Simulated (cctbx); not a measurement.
# A crystallographic session in cctbx: Er6CdBi2

Library: cctbx 2025.11.

## 1. Energy scan

run.py:

```python
from cctbx import adptbx, crystal, miller, xray
from cctbx.array_family import flex
from cctbx.eltbx import sasaki

cs = crystal.symmetry(unit_cell=(8.405, 8.405, 4.173, 90, 90, 120), space_group_symbol='Hall: P -6 -2')  # P-62m
atoms = [  # label, site, U (iso, or U11 U22 U33 U12 U13 U23 in A^2), occupancy
    ("Bi1", (2/3, 1/3, 0.5), (0.0185, 0.0185, 0.0213, 0.0092, 0.0000, 0.0000), 1),
    ("Er1", (0.3933, 0.3933, 0), (0.0139, 0.0139, 0.0180, 0.0069, 0.0000, 0.0000), 1),
    ("Er2", (0.7637, 0.7637, 0.5), (0.0141, 0.0141, 0.0140, 0.0068, 0.0000, 0.0000), 1),
    ("Cd1", (0, 0, 0), (0.0200, 0.0200, 0.0234, 0.0100, -0.0000, -0.0000), 1),
]
xs = xray.structure(crystal_symmetry=cs)
for label, site, u, occ in atoms:
    u = adptbx.u_cif_as_u_star(cs.unit_cell(), u) if isinstance(u, tuple) else u
    xs.add_scatterer(xray.scatterer(label, site=site, u=u, occupancy=occ))
hkl = [(1, 1, 1), (1, 3, 0), (1, 2, 0), (0, 0, 2)]
ms = miller.set(cs, flex.miller_index(hkl + [tuple(-v for v in h) for h in hkl]), anomalous_flag=True)
print("E (eV)    f'(Bi)   f''   " + "".join("%16s" % ("|F|" + " ".join(map(str, h))) for h in hkl))
for e in [12819, 13169, 13299, 13359, 13389, 13404, 13411, 13415, 13423, 13427, 13434, 13449, 13479, 13569, 13819]:
    xs.set_inelastic_form_factors(12398.42 / e, "sasaki")
    t = sasaki.table("Bi").at_ev(e)
    f = flex.abs(ms.structure_factors_from_scatterers(xs, algorithm="direct").f_calc().data())
    n = len(hkl)
    print("%7.0f %7.2f %6.2f  " % (e, t.fp(), t.fdp()) + "".join("%9.1f/%6.1f" % (f[k], f[k + n]) for k in range(n)))
```

```console
$ python run.py
```

```text
E (eV)    f'(Bi)   f''           |F|1 1 1        |F|1 3 0        |F|1 2 0        |F|0 0 2
  12819   -9.16   4.26      248.3/ 258.5     89.6/  91.6    210.2/ 208.2    435.7/ 435.7
  13169  -10.85   4.08      248.0/ 257.0     89.4/  90.8    209.7/ 208.2    433.3/ 433.3
  13299  -12.22   4.01      247.4/ 255.6     89.0/  90.2    209.2/ 208.0    431.1/ 431.1
  13359  -13.55   3.98      246.7/ 254.3     88.7/  89.5    208.5/ 207.7    428.8/ 428.8
  13389  -14.88   3.97      246.0/ 253.0     88.3/  88.8    207.9/ 207.3    426.4/ 426.4
  13404  -16.20   3.96      245.3/ 251.7     88.0/  88.1    207.2/ 207.0    424.0/ 424.0
  13411  -17.37   3.96      244.7/ 250.6     87.6/  87.6    206.6/ 206.7    421.9/ 421.9
  13415  -18.64   3.96      244.1/ 249.4     87.3/  86.9    206.0/ 206.3    419.7/ 419.7
  13423  -19.10  10.11      255.2/ 238.8     92.7/  82.0    200.8/ 211.8    420.4/ 420.4
  13427  -17.59  10.11      256.0/ 240.3     93.0/  82.8    201.6/ 212.2    423.1/ 423.1
  13434  -16.30  10.10      256.6/ 241.6     93.3/  83.5    202.3/ 212.6    425.4/ 425.4
  13449  -14.89  10.08      257.4/ 243.1     93.7/  84.2    203.0/ 213.0    427.9/ 427.9
  13479  -13.50  10.04      258.1/ 244.6     94.1/  85.0    203.8/ 213.4    430.5/ 430.5
  13569  -11.67   9.93      259.2/ 246.7     94.6/  86.1    204.9/ 213.9    433.8/ 433.8
  13819   -9.76   9.63      260.3/ 249.1     95.1/  87.4    206.2/ 214.6    437.5/ 437.5
```

Run time: 0.27 s on 1 thread of Arm Neoverse V2, with other jobs on the host, peak memory 0.07 GiB.

[Logs are printed without paths, hosts, clocks, repeated set-up lines and the standing remarks that a program may print on its own settings, such as how far it seeks lower states.]
